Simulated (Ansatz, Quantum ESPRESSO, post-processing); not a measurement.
# Thickness dependence of 1T-TiO2, part 4 of 8

What does each added layer of 1T-TiO2 bring in screening, and what does it do to the gap?

Quantum ESPRESSO 7.5; plane-wave DFT, vdW-DF-cx, GBRV ultrasoft pseudopotentials made under PBE; geometry by Ansatz 0.2.0 with PAW datasets.

So far. Step 3 (Ground state, 1 layer: no field): The run needed 12 iterations to bring the estimated error under 1e-09 Ry; the largest force on any atom, held or free, is 0.14 eV/Å. Step 6 (Electrostatic potential, 1 layer): The slope in the vacuum is 0.100 eV/Å for an applied 0.10 V/Å, as it should be.

## Step 7: Bands along a path, 1 layer: no field (continued)

Band numbers count within the set of bands kept for display. The electronic bands at the labelled points (eV, zero at the highest filled level of the SCF mesh; v1 is the highest filled band, c1 the lowest empty one):

```csv
point,v4,v3,v2,v1,c1,c2,c3,c4
Γ,-3.61,-0.64,-0.16,-0.16,2.73,2.73,4.45,6.16
halfway,-2.97,-2.01,-0.98,-0.03,3.12,3.58,4.17,5.96
M,-2.53,-1.67,-1.19,-0.63,2.98,3.77,3.84,6.38
halfway,-1.98,-1.93,-1.46,-0.73,3.05,3.85,3.93,6.37
K,-2.77,-1.41,-1.41,-1.05,2.94,4.01,4.01,6.34
halfway,-2.83,-1.90,-1.48,0.00,3.43,3.56,4.04,6.10
Γ,-3.61,-0.64,-0.16,-0.16,2.73,2.73,4.45,6.16
```

The electronic bands as a text plot (rows in eV, shown from -4.5 to 6.0 only):

```
    5.7 |           ++
    5.3 |
    4.9 |
    4.4 |+++++++++                                      +++++++++
    4.0 |         ++++++++++++++++++++++++++++++++++++++
    3.6 |        +++++++++++++++                ++++++++
    3.1 |    +++++++++++++++++++++++++++++++++++        ++++++
    2.7 |++++++                                             +++++
    2.3 |
    1.8 |
    1.4 |
    1.0 |
    0.5 |
    0.1 |        *****                            ********
   -0.3 |********     *****                   ****        *******
   -0.8 |***********       *************  ****          *********
   -1.2 |      **   **************     ***            **  **
   -1.6 |        *      ***************** ****************
   -2.1 |         ******        *****               **
   -2.5 |                *******     ***  **********
   -2.9 |        *****************      **          ****
   -3.4 | ********                ******************************
   -3.8 |***************            ***     ****    *************
   -4.2 |               ************
         Γ                   M           K                      Γ
```

Along this path the valence top lies between K and Γ and the conduction bottom at Γ.

## Step 8: Polarisability from the dipole between 0 and 0.1 V/A, 1 layer

Numbers from this step:

| Item | Value |
| --- | --- |
| change of slope in the vacuum | 0.10000 eV/Å |
| polarisability a cell | 1.868 Å³ |
| sheet polarisability 4πα/A | 3.033 Å |

The change of the potential energy, second field less first by z:

```csv
z (Å),"change of the potential energy, second field less first (eV)"
0.0,-0.410
0.5,-0.771
1.0,-0.721
1.5,-0.671
2.0,-0.621
2.5,-0.571
3.0,-0.521
3.5,-0.471
4.0,-0.421
4.5,-0.371
5.0,-0.321
5.5,-0.271
6.0,-0.221
6.5,-0.172
7.0,-0.123
7.5,-0.0777
8.0,-0.0403
8.5,-0.0183
9.0,-0.00738
9.5,-0.00197
10.0,0.00233
10.5,0.00802
11.0,0.0196
11.5,0.0430
12.0,0.0814
12.5,0.128
13.0,0.176
13.5,0.226
14.0,0.276
14.5,0.326
15.0,0.376
15.5,0.426
16.0,0.476
16.5,0.526
17.0,0.576
17.5,0.626
18.0,0.676
18.5,0.726
19.0,0.517
```

## Step 9: Geometry from Ansatz, 2 layers

Level of this step: plane-wave DFT, PBE-D3(BJ), Ansatz PAW (Ansatz 0.2.0).

System of this step: 1T-TiO2, 2 layers, AA stacking. The cell holds 6 atoms: 4 O and 2 Ti. Cell: a = 2.990 Å, b = 2.990 Å, c = 25.222 Å, α = 90.0°, β = 90.0°, γ = 120.0°. It derives from TiO2. Vacuum lies along c.

The input, input.yaml:

```yaml
crystal:
  lattice:
    - [2.99, 0.0, 0.0]
    - [-1.495, 2.5894159573, 0.0]
    - [0.0, 0.0, 25.2223842461]
  atoms:
    - { symbol: O, position: [0.6666666667, 0.3333333333, 0.3370022404] }
    - { symbol: Ti, position: [0.0, 0.0, 0.3857920792] }
    - { symbol: O, position: [0.3333333333, 0.6666666667, 0.434581918] }
    - { symbol: O, position: [0.6666666667, 0.3333333333, 0.565418082] }
    - { symbol: Ti, position: [0.0, 0.0, 0.6142079208] }
    - { symbol: O, position: [0.3333333333, 0.6666666667, 0.6629977596] }
kpoints:
  mp_grid: { grid: [12, 12, 1] }
hamiltonian:
  xc: pbe
  dispersion: d3bj
scf:
  occupations: { method: fermi_dirac, width: 0.05 }
  convergence: { dr2_threshold: 1.0e-08 }
efield:
  axis: 3
  dipole_correction: true
  ramp_position: 0.97
  ramp_width: 0.04
relax:
  f_tol: 0.01
  cell: { fix: [c, alpha, beta] }
output:
  write_potential: true
  write_density: true
  volumetric_format: npy
```

The run is started by

```bash
> ansatz run input.yaml --threads 4 --pin off --max-ram 8192MiB --backend cpu --events-out ev --progress --plain --runs-dir out
```

Numbers of over 12 decimals in the logs are rounded to 6 here.

The program printed:

```text
[...]
Crystal: 6 atoms, lattice volume = 195.281 Å³
Basis set: ecut = 420 eV, 3733 PW (Γ), exchange–correlation on 40×40×360 points (8 copies of the dense FFT grid, shifted against one another)
Bands: 30, of which v1, the nominal top of the filled ones, is band 24 counted from 1 (23 counted from 0)
Symmetry: 6 space group operations
k-points: 19 of 144 (time reversal used)
[...]
SCF iter   1: F=—  HF=-7275.119656 eV  |F-HF|=—  |Δ(HF+E_count)|=         —  Δρ=3.28e-3  dr2=3.46e-2  ethr=1.77e-3  p=0.000 e·Å  D=9.80e-6 V/Å  ΔV_dip=-0.00 eV  dr2_dipole=6.72e-8  V_vac-E_F(+/−)=8.19/8.19 eV  ⟨swp⟩=6.6  Hψ=2662  notcnv=0
[...]
SCF iter  11: F=-7275.116842 eV  HF=-7275.116842 eV  |F-HF|=3.49e-9  |Δ(HF+E_count)|=   3.07e-9  Δρ=1.46e-6  dr2=1.31e-9  ethr=2.08e-11  p=0.000 e·Å  D=1.74e-6 V/Å  ΔV_dip=-0.00 eV  dr2_dipole=4.76e-12  V_vac-E_F(+/−)=8.04/8.04 eV  ⟨swp⟩=8.1  Hψ=4089  notcnv=0
SCF 1 converged in 11 iterations: F = -7275.116842 eV  dr2 = 1.31e-9
[...]
relax step   1: F+E_penalty+E_count = -7275.11684221 eV  Δ(F+E_penalty+E_count) = +0.000e0 eV  max|allowed force component| = 4.196e0 eV/Å  Δτ_max = 0.0000 Å  P = -10.136 GPa  Ω = 195.281 Å³  fix = [c, alpha, beta]  reactions: c -17.241 GPa  (11 SCF iters, accepted)
Crystal: 6 atoms, lattice volume = 197.221 Å³
[...]
SCF iter  11: F=-7277.255591 eV  HF=-7277.255591 eV  |F-HF|=7.63e-9  |Δ(HF+E_count)|=   5.43e-8  Δρ=2.11e-6  dr2=8.63e-9  ethr=2.08e-11  p=0.000 e·Å  D=3.28e-6 V/Å  ΔV_dip=-0.00 eV  dr2_dipole=1.28e-9  V_vac-E_F(+/−)=7.24/7.24 eV  ⟨swp⟩=9.1  Hψ=4336  notcnv=0
SCF 2 converged in 11 iterations: F = -7277.255591 eV  dr2 = 8.63e-9
[...]
relax step   2: F+E_penalty+E_count = -7277.25559078 eV  Δ(F+E_penalty+E_count) = -2.139e0 eV  max|allowed force component| = 1.549e0 eV/Å  Δτ_max = 0.1914 Å  P = -4.731 GPa  Ω = 197.221 Å³  energy of the carried Pulay correction = -3.044e-3 eV  fix = [c, alpha, beta]  reactions: c -5.531 GPa  (11 SCF iters, accepted)
Crystal: 6 atoms, lattice volume = 189.273 Å³
Basis set: ecut = 420 eV, 3649 PW (Γ), exchange–correlation on 40×40×360 points (8 copies of the dense FFT grid, shifted against one another)
[...]
SCF iter  13: F=-7277.495244 eV  HF=-7277.495244 eV  |F-HF|=2.73e-9  |Δ(HF+E_count)|=   1.36e-9  Δρ=1.25e-6  dr2=3.07e-9  ethr=2.08e-11  p=-0.000 e·Å  D=-1.51e-6 V/Å  ΔV_dip=0.00 eV  dr2_dipole=4.01e-12  V_vac-E_F(+/−)=6.80/6.80 eV  ⟨swp⟩=8.9  Hψ=3500  notcnv=0
SCF 3 converged in 13 iterations: F = -7277.495244 eV  dr2 = 3.07e-9
relax step   3: F+E_penalty+E_count = -7277.49524424 eV  Δ(F+E_penalty+E_count) = -2.397e-1 eV  max|allowed force component| = 7.334e-1 eV/Å  Δτ_max = 0.1925 Å  P = +2.910 GPa  Ω = 189.273 Å³  energy of the carried Pulay correction = +9.621e-3 eV  fix = [c, alpha, beta]  reactions: c +1.922 GPa  (13 SCF iters, accepted)
[...]
relax step   4: F+E_penalty+E_count = -7277.58813571 eV  Δ(F+E_penalty+E_count) = -9.289e-2 eV  max|allowed force component| = 7.638e-2 eV/Å  Δτ_max = 0.1944 Å  P = -0.372 GPa  Ω = 193.774 Å³  energy of the carried Pulay correction = +2.385e-3 eV  fix = [c, alpha, beta]  reactions: c -0.548 GPa  (13 SCF iters, accepted)
[...]
relax step   5: F+E_penalty+E_count = -7277.62110865 eV  Δ(F+E_penalty+E_count) = -3.297e-2 eV  max|allowed force component| = 9.606e-2 eV/Å  Δτ_max = 0.1980 Å  P = -0.431 GPa  Ω = 193.883 Å³  energy of the carried Pulay correction = +2.211e-3 eV  fix = [c, alpha, beta]  reactions: c -0.517 GPa  (13 SCF iters, accepted)
[...]
relax step   6: F+E_penalty+E_count = -7277.62687039 eV  Δ(F+E_penalty+E_count) = -5.762e-3 eV  max|allowed force component| = 8.829e-2 eV/Å  Δτ_max = 0.1964 Å  P = +0.016 GPa  Ω = 193.443 Å³  energy of the carried Pulay correction = +2.911e-3 eV  fix = [c, alpha, beta]  reactions: c +0.132 GPa  (13 SCF iters, accepted)
[...]
relax step   7: F+E_penalty+E_count = -7277.63250966 eV  Δ(F+E_penalty+E_count) = -5.639e-3 eV  max|allowed force component| = 2.115e-2 eV/Å  Δτ_max = 0.0748 Å  P = +0.062 GPa  Ω = 193.424 Å³  energy of the carried Pulay correction = +2.942e-3 eV  fix = [c, alpha, beta]  reactions: c +0.070 GPa  (12 SCF iters, accepted)
[...]
relax step   8: F+E_penalty+E_count = -7277.63249461 eV  Δ(F+E_penalty+E_count) = +1.505e-5 eV  max|allowed force component| = 1.606e-3 eV/Å  Δτ_max = 0.0015 Å  P = -0.002 GPa  Ω = 193.462 Å³  energy of the carried Pulay correction = +2.882e-3 eV  fix = [c, alpha, beta]  reactions: c +0.003 GPa  (6 SCF iters, accepted)
[...]
SCF iter   6: F=-7277.629924 eV  HF=-7277.629924 eV  |F-HF|=3.93e-10  |Δ(HF+E_count)|=   6.34e-9  Δρ=7.57e-7  dr2=3.40e-10  ethr=2.08e-11  p=-0.000 e·Å  D=-1.24e-7 V/Å  ΔV_dip=0.00 eV  dr2_dipole=3.18e-15  V_vac-E_F(+/−)=6.88/6.88 eV  ⟨swp⟩=9.5  Hψ=4201  notcnv=0
SCF 9 converged in 6 iterations: F = -7277.629924 eV  dr2 = 3.40e-10
relax step   9: F+E_penalty+E_count = -7277.62992391 eV  Δ(F+E_penalty+E_count) = +2.571e-3 eV  max|allowed force component| = 1.655e-3 eV/Å  Δτ_max = 0.0000 Å  P = -0.032 GPa  Ω = 193.462 Å³  fix = [c, alpha, beta]  reactions: c -0.009 GPa  stress off target by 4.40e-2 GPa on what of the cell is left free  SCF on the basis re-selected at this cell (its energy is not comparable with the rows above)  (6 SCF iters)
[...]
SCF converged after 6 iterations
Free energy (F): -7277.629924 eV
[...]
Internal energy: -7277.629924 eV  (E = F + TS)
E sigma→0 (E₀):  -7277.629924 eV
Fermi energy:    -1.471651 eV
Dipole field:    D = -0.000000 V/Å  (p = -0.000000 e·Å, saw-weighted, corrected)
Work function:   Φ+ = 6.8831 eV   Φ− = 6.8831 eV
[...]
--- Forces (eV/Å), atoms counted from 1 ---
  atom   1  O      0.00000000     0.00000000     0.00165225
  atom   2  Ti    -0.00000000    -0.00000000    -0.00038585
  atom   3  O      0.00000000    -0.00000000    -0.00109184
  atom   4  O      0.00000000     0.00000000     0.00109080
  atom   5  Ti     0.00000000     0.00000000     0.00039018
  atom   6  O     -0.00000000     0.00000000    -0.00165546
  max |Σ_I F_I| component: 7.18e-8 eV/Å
--- Stress (GPa, compression-positive) ---
       -0.043964      -0.000000      -0.000000
       -0.000000      -0.043964      -0.000000
       -0.000000      -0.000000      -0.009412
  P = ⅓ Tr σ = -0.0324 GPa (-0.324 kbar)
--- Band table (eV; the first three rows and the last of 19) ---
  k-point 0: bands = [... 20 lower, -3.1088, -3.1088, -3.0763, -3.0763, -0.1770, -0.1770, -0.1668, -0.1668, ... 2 higher]
  k-point 1: bands = [... 20 lower, -3.4270, -3.2684, -3.2286, -3.0685, -0.0831, -0.0616, -0.0081, 0.0022, ... 2 higher]
  k-point 2: bands = [... 20 lower, -3.6134, -3.5635, -3.2672, -2.8956, 0.0726, 0.1170, 0.3579, 0.3648, ... 2 higher]
  k-point 18: bands = [... 20 lower, -4.3091, -4.3091, -4.0865, -3.9083, 0.0093, 0.0926, 1.1097, 1.1097, ... 2 higher]
--- Relaxed structure (8 steps of the walk, 8 accepted, 1 SCFs on fresh bases) ---
[...]
cell:  # Å, volume = 193.4616 Å³
    - [2.976041, 0, 0]
    - [-1.488021, 2.577328, 0]
    - [0, 0, 25.2223842461]
  atoms:
    - { symbol: O, position: [0.666667, 0.333333, 0.371039] }
    - { symbol: Ti, position: [7.39541874512882e-18, 0, 0.409482] }
    - { symbol: O, position: [0.333333, 0.666667, 0.447781] }
    - { symbol: O, position: [0.666667, 0.333333, 0.552219] }
    - { symbol: Ti, position: [-7.395420108228913e-18, 0, 0.590518] }
    - { symbol: O, position: [0.333333, 0.666667, 0.628961] }
```

The job ended after 23 s (4 threads of Intel Xeon Platinum 8559C (Emerald Rapids), shared host; peak memory 0.57 GiB; 84 s of CPU time).

Step by step:

```csv
step,energy less that of the first step (eV),largest force component (eV/Å),pressure (GPa),volume (Å³)
1,0.0000,4.1958,-10.14,195.28
2,-2.1387,1.5493,-4.73,197.22
3,-2.3784,0.7334,2.91,189.27
4,-2.4713,0.0764,-0.37,193.77
5,-2.5043,0.0961,-0.43,193.88
6,-2.5100,0.0883,0.02,193.44
7,-2.5157,0.0211,0.06,193.42
8,-2.5157,0.0016,0.00,193.46
9*,-2.5131,0.0017,-0.03,193.46
```

Relaxation steps marked * repeat the geometry before them on a plane-wave basis chosen anew for their cell, so energy and pressure can jump there.

Forces are held to the 6 operations that the run works with; a distortion that breaks them can't arise in this run.

```csv
cell as run,before,after,change
a (Å),2.990,2.976,-0.5 %
b (Å),2.990,2.976,-0.5 %
```

The atoms that moved most (Å, along periodic axes as changes of fractional coordinates times the final cell, across vacuum about the mean position):

```csv
atom,dx,dy,dz,length
O1,0.000,0.000,0.858,0.858
O6,0.000,0.000,-0.858,0.858
Ti5,0.000,0.000,-0.598,0.598
Ti2,0.000,0.000,0.598,0.598
O3,0.000,0.000,0.333,0.333
O4,0.000,0.000,-0.333,0.333
```

The relaxed structure:

```xyz
6
Lattice="2.9760 0.0000 0.0000 -1.4880 2.5773 0.0000 0.0000 0.0000 25.2224" Properties=species:S:1:pos:R:3
O     1.4880    0.8591    9.3585
Ti    0.0000    0.0000   10.3281
O     0.0000    1.7182   11.2941
O     1.4880    0.8591   13.9283
Ti    0.0000    0.0000   14.8943
O     0.0000    1.7182   15.8639
```

Numbers from this step:

```
free energy                                                      : -7277.6299 eV
Fermi energy                                                     : -1.472 eV
gap by band count                                                : 2.652 eV
dipole along the normal                                          : -2.15e-7 e·Å
vacuum level at the upper face over a Fermi level inside the gap : 6.883 eV
vacuum level at the lower face over a Fermi level inside the gap : 6.883 eV
```

## Step 10: Ground state, 2 layers: no field

Level of this step: plane-wave DFT, vdW-DF-cx, GBRV ultrasoft pseudopotentials made under PBE (Quantum ESPRESSO 7.5). input_dft overrides the functional of the files.

The input, n2.f0.in:

```
&control
  prefix = 'n2.f0'
  outdir = './out'
  pseudo_dir = './pseudo'
  calculation = 'scf'
  tprnfor = .true.
  tefield = .true.
  dipfield = .true.
/
&system
  ibrav = 0
  nat = 6
  ntyp = 2
  ecutwfc = 40
  ecutrho = 200
  input_dft = 'vdw-df-cx'
  occupations = 'smearing'
  smearing = 'fd'
  degauss = 0.004
  edir = 3
  emaxpos = 0.97
  eopreg = 0.04
  eamp = 0.0
  nbnd = 28
/
&electrons
  conv_thr = 1e-09
  mixing_beta = 0.4
  electron_maxstep = 120
  mixing_mode = 'plain'
/
ATOMIC_SPECIES
  O   15.9990  o_pbe_v1.2.uspp.F.UPF
  Ti  47.8670  ti_pbe_v1.4.uspp.F.UPF
CELL_PARAMETERS angstrom
  2.97604149487829 0.00000000000000 -0.00000000000000
  -1.48802074743914 2.57732753728121 -0.00000000000000
  -0.00000000000000 -0.00000000000000 25.22238424610000
ATOMIC_POSITIONS crystal
  O   0.666666666667 0.333333333333 0.371038824833
  Ti  0.000000000000 0.000000000000 0.409481740167
  O   0.333333333333 0.666666666667 0.447780558853
  O   0.666666666667 0.333333333333 0.552219441452
  Ti  -0.000000000000 -0.000000000000 0.590518255466
  O   0.333333333333 0.666666666667 0.628961179229
K_POINTS automatic
  12 12 1 0 0 0
```

The run is started by

```bash
> OMP_NUM_THREADS=1 mpirun -n 4 pw.x -nk 4 -in n2.f0.in > n2.f0.out
```

The program printed:

```text
[banner, memory and clock lines left out]
Program PWSCF v.7.5 starts
[...]
number of electrons       =        48.00
     number of Kohn-Sham states=           28
     kinetic-energy cutoff     =      40.0000  Ry
     charge density cutoff     =     200.0000  Ry
[...]
number of k points=    74  Fermi-Dirac smearing, width (Ry)=  0.0040
[...]
Dense  grid:    62399 G-vectors     FFT dimensions: (  25,  25, 216)
[...]
negative rho (up, down):  7.715E-03 0.000E+00
[...]
Starting wfcs are   36 randomized atomic wfcs
[...]
negative rho (up, down):  8.437E-03 0.000E+00
[...]
estimated scf accuracy    <       1.05332102 Ry
[...]
negative rho (up, down):  7.895E-03 0.000E+00
[...]
estimated scf accuracy    <       0.99799210 Ry
[...]
negative rho (up, down):  7.622E-03 0.000E+00
[...]
estimated scf accuracy    <       0.02806931 Ry
[...]
negative rho (up, down):  7.686E-03 0.000E+00
[...]
estimated scf accuracy    <       0.07431677 Ry
[...]
negative rho (up, down):  7.710E-03 0.000E+00
[...]
estimated scf accuracy    <       0.00585890 Ry
[...]
negative rho (up, down):  7.659E-03 0.000E+00
[...]
estimated scf accuracy    <       0.00067684 Ry
[...]
negative rho (up, down):  7.658E-03 0.000E+00
[...]
estimated scf accuracy    <       0.00139749 Ry
[...]
negative rho (up, down):  7.662E-03 0.000E+00
[...]
estimated scf accuracy    <       0.00027679 Ry
[...]
negative rho (up, down):  7.662E-03 0.000E+00
[...]
estimated scf accuracy    <       0.00015021 Ry
[...]
negative rho (up, down):  7.663E-03 0.000E+00
[...]
estimated scf accuracy    <       0.00000549 Ry
[...]
negative rho (up, down):  7.663E-03 0.000E+00
[...]
estimated scf accuracy    <       0.00000425 Ry
[...]
negative rho (up, down):  7.664E-03 0.000E+00
[...]
estimated scf accuracy    <       0.00000164 Ry
[...]
negative rho (up, down):  7.664E-03 0.000E+00
[...]
estimated scf accuracy    <       0.00000009 Ry
[...]
negative rho (up, down):  7.665E-03 0.000E+00
[...]
estimated scf accuracy    <       0.00000003 Ry
[...]
negative rho (up, down):  7.665E-03 0.000E+00
[...]
estimated scf accuracy    <          3.8E-09 Ry
[...]
negative rho (up, down):  7.665E-03 0.000E+00
[...]
Total length         45.7569 bohr
[...]
estimated scf accuracy    <          1.9E-09 Ry
[...]
negative rho (up, down):  7.665E-03 0.000E+00
[...]
Computed dipole along edir(3) :
        Dipole               -0.0000 Ry au,         -0.0001 Debye
        Dipole field         -0.0000 Ry au,
        Potential amp.        0.0000 Ry
        Total length         45.7569 bohr
[...]
the Fermi energy is    -1.5503 ev
!    total energy              =    -368.22351093 Ry
     estimated scf accuracy    <          6.1E-10 Ry
     smearing contrib. (-TS)   =      -0.00000000 Ry
     internal energy E=F+TS    =    -368.22351093 Ry
[...]
one-electron contribution =   -3924.89201856 Ry
     hartree contribution      =    1965.68111040 Ry
     xc contribution           =     -64.98192257 Ry
     ewald contribution        =    1655.96931979 Ry
     electric field correction =       0.00000000 Ry
     convergence has been achieved in  17 iterations
     negative rho (up, down):  7.665E-03 0.000E+00
[...]
Total force =     0.008760     Total SCF correction =     0.000162
[...]
```

Run time: 2 min. Hardware: 4 MPI ranks; peak memory 0.89 GiB; 8 min of CPU time.

Numbers from this step:

| Item | Value |
| --- | --- |
| free energy | -5009.9361 eV |
| Fermi energy | -1.550 eV |
| dipole along the normal | -2.08e-5 e·Å |
| valence top, on the run's zero | -2.938 eV |
| conduction bottom, on the run's zero | -0.2832 eV |
| gap by band count | 2.655 eV |

## Step 11: Potential by pp.x, 2 layers

The input, n2.f0.pot.in:

```
&inputpp
  prefix = 'n2.f0'
  outdir = './out'
  filplot = 'n2.f0.pot.dat'
  plot_num = 11
/
```

The run is started by

```bash
> OMP_NUM_THREADS=1 mpirun -n 4 pp.x -in n2.f0.pot.in > n2.f0.pot.out
```

The job ended after 20 s (4 MPI ranks; peak memory 0.22 GiB).

Numbers from this step:

* slope of the potential above: 1.20e-6 eV/Å
* upper vacuum line continued to the top atoms, over the valence top: 8.366 eV
* slope of the potential below: -2.05e-6 eV/Å
* lower vacuum line continued to the bottom atoms, over the valence top: 8.365 eV
* vacuum level at the upper face over the valence top of the mesh: 8.366 eV
* vacuum level at the lower face over the valence top of the mesh: 8.365 eV

(Part 4 of 8 ends here.)

[Logs are printed without paths, hosts, clocks, repeated set-up lines and the standing remarks that a program may print on its own settings, such as how far it seeks lower states.]

[Hosts, paths, dates, database ids (printed as entryN), source tags and the programs' standing remarks are cut or masked in the printed files.]

[Maps of the electrostatic potential energy from Ansatz leave out the sawtooth potential of an applied field or a dipole correction, so their vacuum need not be flat; planar profiles and work functions include it.]
